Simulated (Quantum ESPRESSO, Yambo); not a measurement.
# Converging GW for SnSe2 (1T monolayer) in Yambo, part 2 of 2

Aim: raise bands and screening cutoff together for SnSe2 (1T monolayer) and follow gap and time.

Quantum ESPRESSO 7.5 and Yambo 5.3.0; PBE and many-body steps on it, plane waves. Known limits of the many-body steps: not at the basis limit; no spin-orbit coupling.

So far. Step 2 (Empty states on the mesh, 6×6×1 mesh, 293 bands): On this mesh the gap is 0.791 eV. Step 4 (88 bands, 81.6 eV): The gap on the mesh goes from 0.79 eV to 1.88 eV, a correction of +1.09 eV.

## (5) 155 bands, 108.8 eV

Level of this step: G0W0 on PBE, plane waves, norm-conserving pseudopotentials (Yambo).

The input, gw2.in:

```
HF_and_locXC
gw0
dyson
ppa
em1d
rim_cut
rim_w
RandQpts= 3000000
RandGvec= 100 RL
CUTGeo= "slab z"
RandGvecW= 9 RL
EXXRLvcs= 104 Ry
VXCRLvcs= 416 Ry
Chimod= "HARTREE"
% BndsRnXp
 1 | 155 |
%
NGsBlkXp= 8 Ry
% LongDrXp
 1 | 1 | 0 |
%
% GbndRnge
 1 | 155 |
%
DysSolver= "n"
ExtendOut
PPAPntXp= 27.21138 eV
% QPkrange
 2 | 2 | 34 | 37 |
 4 | 4 | 34 | 37 |
 1 | 1 | 34 | 37 |
%
```

Started as:

```bash
OMP_NUM_THREADS=1 mpirun -n 8 yambo -F gw2.in -J gw2 -C gw2 > gw2.log
```

What it wrote:

```text
 Yambo, version 5.3.0

 [02] CORE Variables Setup
 =========================

  [... cell, symmetries and grids as in the set-up ...]

  [02.05] Energies & Occupations
  ==============================

  [X] === General ===
  [X] Electronic Temperature                        :  0.000000  0.000000 [eV K]
  [X] Bosonic    Temperature                        :  0.000000  0.000000 [eV K]
  [X] Finite Temperature mode                       : no
  [X] El. density                                   :  0.35949E+24 [cm-3]
  [X] Fermi Level                                   :  0.139163 [eV]

  [X] === Gaps and Widths ===
  [X] Conduction Band Min                           :  0.791107 [eV]
  [X] Valence Band Max                              :  0.000000 [eV]
  [X] Filled Bands                                  :   35
  [X] Empty Bands                                   :   36  293
  [X] Direct Gap                                    :  1.097116 [eV]
  [X] Direct Gap localized at k                     :   4
  [X] Indirect Gap                                  :  0.791107 [eV]
  [X] Indirect Gap between kpts                     :   2   4
  [X] Last valence band width                       :  0.770971 [eV]
  [X] 1st conduction band width                     :  1.364754 [eV]

 [03] Transferred momenta grid and indexing
 ==========================================

 IBZ Q-points                                      :   7
 BZ  Q-points                                      :   36

 K/Q-points units:
 rlu = crystal or reduced units; cc = cartesian coordinates; iku = interal k-units

 Q [1]          [rlu]:  0.000000  0.000000  0.000000
 Q [2]          [rlu]:  0.17396E-16  0.16667       0.0000
 Q [3]          [rlu]:  0.34792E-16  0.33333       0.0000
[...]
RL volume               :  0.188768 [a.u.]
  Integrated volume       :  0.188761 [a.u.]

  [09.03] RIM integrals
  =====================

  Comparison between head Wc = W - v averages: < Wc > [au] RIM-W/RIM

   < -Wc [Q = 1] > 0.333869E-1 0.416993E-4 * < -Wc [Q = 2] > 0.005523 0.005357
   < -Wc [Q = 3] > 0.001069 0.001050 * < -Wc [Q = 4] > 0.370316E-3 0.366254E-3
   < -Wc [Q = 5] > 0.001544 0.001514 * < -Wc [Q = 6] > 0.526267E-3 0.521200E-3
   < -Wc [Q = 7] > 0.255970E-3 0.254688E-3

  Comparison between head Wc = W - v averages: < Wc > [au] RIM-W/RIM

   < -Wc [G = 1,G`=0] > 0.333869E-1 0.416993E-4 * < -Wc [G = 2,G`=0] >-0.001767 0.000000
   < -Wc [G = 3,G`=0] >-0.001767 0.000000 * < -Wc [G = 4,G`=0] >-0.263670E-4  0.00000
   < -Wc [G = 5,G`=0] >-0.263852E-4  0.00000 * < -Wc [G = 6,G`=0] > 0.149774E-3  0.00000
   < -Wc [G = 7,G`=0] > 0.149796E-3  0.00000 * < -Wc [G = 8,G`=0] >-0.222657E-4  0.00000
   < -Wc [G = 9,G`=0] >-0.222673E-4  0.00000

 [10] G0W0 (W PPA)
 =================

 [  GW  ] Bands range     :    1  155
 [GW/PPA] G damping       :  0.100000 [eV]

 QP @ state[ 1 ] K range:  1  2
 QP @ state[ 1 ] b range:   34   37
 QP @ state[ 2 ] K range:   4   4
 QP @ state[ 2 ] b range:   34   37

  Sc/G bands                                       :    1  155
  Sc/G damping                                     :  0.100000 ev
  Sc bands terminator                              : no
  Sx RL components                                 :  23571

  QP @ state[ 1 ] K range                          :  1  2
  QP @ state[ 1 ] b range                          :   34   37
  QP @ state[ 2 ] K range                          :   4   4
  QP @ state[ 2 ] b range                          :   34   37
  GF energies kind                                 : Perdew, Burke & Ernzerhof(X)+Perdew, Burke & Ernzerhof(C)
  GF WF`s kind                                     : Perdew, Burke & Ernzerhof(X)+Perdew, Burke & Ernzerhof(C)
  Xs energies kind                                 : Perdew, Burke & Ernzerhof(X)+Perdew, Burke & Ernzerhof(C)
  Xs WF`s kind                                     : Perdew, Burke & Ernzerhof(X)+Perdew, Burke & Ernzerhof(C)

 [14] Game Over & Game summary
```

Elapsed: 6.6 min, on 8 MPI ranks of Arm Neoverse V1, shared host; peak memory 11 GiB.

Numbers from this step:

* G0W0 gap on the points computed: 1.859 eV
* starting gap on the mesh: 0.7911 eV
* k of the valence top: 0, 0.1667, 0
* k of the conduction bottom: 0, -0.5, 0
* least direct G0W0 gap on the computed points: 2.225 eV
* Z at the valence top: 0.7470
* Z at the conduction bottom: 0.7633

Against G0W0 in Yambo (6×6×1 mesh, 88 bands, screening to 81.6 eV, Godby-Needs plasmon pole), the gap moves by −0.023 eV.

## (6) 293 bands, 136.1 eV

gw3.in, as its differences from gw2.in of step 5:

```diff
@@ -15,5 +15,5 @@
 % BndsRnXp
- 1 | 155 |
+ 1 | 293 |
 %
-NGsBlkXp= 8 Ry
+NGsBlkXp= 10 Ry
 % LongDrXp
@@ -22,3 +22,3 @@
 % GbndRnge
- 1 | 155 |
+ 1 | 293 |
 %
```

Started as:

```bash
OMP_NUM_THREADS=1 mpirun -n 8 yambo -F gw3.in -J gw3 -C gw3 > gw3.log
```

What it wrote:

```text
 Yambo, version 5.3.0

 [02] CORE Variables Setup
 =========================

  [... cell, symmetries and grids as in the set-up ...]

  [02.05] Energies & Occupations
  ==============================

  [X] === General ===
  [X] Electronic Temperature                        :  0.000000  0.000000 [eV K]
  [X] Bosonic    Temperature                        :  0.000000  0.000000 [eV K]
  [X] Finite Temperature mode                       : no
  [X] El. density                                   :  0.35949E+24 [cm-3]
[...]
QP @ state[ 1 ] b range                          :   34   37
  QP @ state[ 2 ] K range                          :   4   4
  QP @ state[ 2 ] b range                          :   34   37
  GF energies kind                                 : Perdew, Burke & Ernzerhof(X)+Perdew, Burke & Ernzerhof(C)
  GF WF`s kind                                     : Perdew, Burke & Ernzerhof(X)+Perdew, Burke & Ernzerhof(C)
  Xs energies kind                                 : Perdew, Burke & Ernzerhof(X)+Perdew, Burke & Ernzerhof(C)
  Xs WF`s kind                                     : Perdew, Burke & Ernzerhof(X)+Perdew, Burke & Ernzerhof(C)

 [14] Game Over & Game summary
```

Run time: 18 min. Hardware: 8 MPI ranks; peak memory 11 GiB; 2.4 h of CPU time.

This step gave:

```yaml
g0w0_gap_on_the_points_computed: 1.866 eV
starting_gap_on_the_mesh: 0.7911 eV
k_of_the_valence_top: 0, 0.1667, 0
k_of_the_conduction_bottom: 0, -0.5, 0
least_direct_g0w0_gap_on_the_computed_points: 2.222 eV
```

Against G0W0 in Yambo (6×6×1 mesh, 155 bands, screening to 108.8 eV, Godby-Needs plasmon pole), the gap moves by +0.007 eV.

## (7) Side by side

Times are wall times on 8 MPI ranks of Arm Neoverse V1, shared host, good to a factor of about two.

| run | mesh | bands | screening cutoff (eV) | DFT gap (eV) | gap on the mesh (eV) | direct (eV) | time |
| --- | --- | --- | --- | --- | --- | --- | --- |
| 88 bands, 81.6 eV | 6×6×1 | 88 | 81.6 | 0.791 | 1.882 | 2.261 | 3 min |
| 155 bands, 108.8 eV | 6×6×1 | 155 | 108.8 | 0.791 | 1.859 | 2.225 | 6.6 min |
| 293 bands, 136.1 eV | 6×6×1 | 293 | 136.1 | 0.791 | 1.866 | 2.222 | 18 min |

## (8) Outcome

```yaml
88_bands_81p6_ev: 1.882 eV
155_bands_108p8_ev: 1.859 eV
293_bands_136p1_ev: 1.866 eV
known_limits: not at the basis limit; no spin-orbit coupling
```

From the first rung to the last the gap moves by −0.02 eV for 6.0 times the time. The gap turns back along the series, so no limit is drawn from it. In the G0W0 runs levels were corrected at 3 k points alone, so a gap called «on the mesh» is the least over those, and an edge elsewhere would be missed. The many-body steps are scalar-relativistic: spin-orbit coupling is not in them.

[Paths, hosts, dates, memory and timing lines, banners, echoed tables and standing remarks are left out of the program output.]

[Logs are printed without paths, hosts, clocks, repeated set-up lines and the standing remarks that a program may print on its own settings, such as how far it seeks lower states.]

[Runs of the session that timed out or met a known fault of the program may be left out.]

[Hosts, paths, dates, database ids (printed as entryN), source tags and the programs' standing remarks are cut or masked in the printed files.]
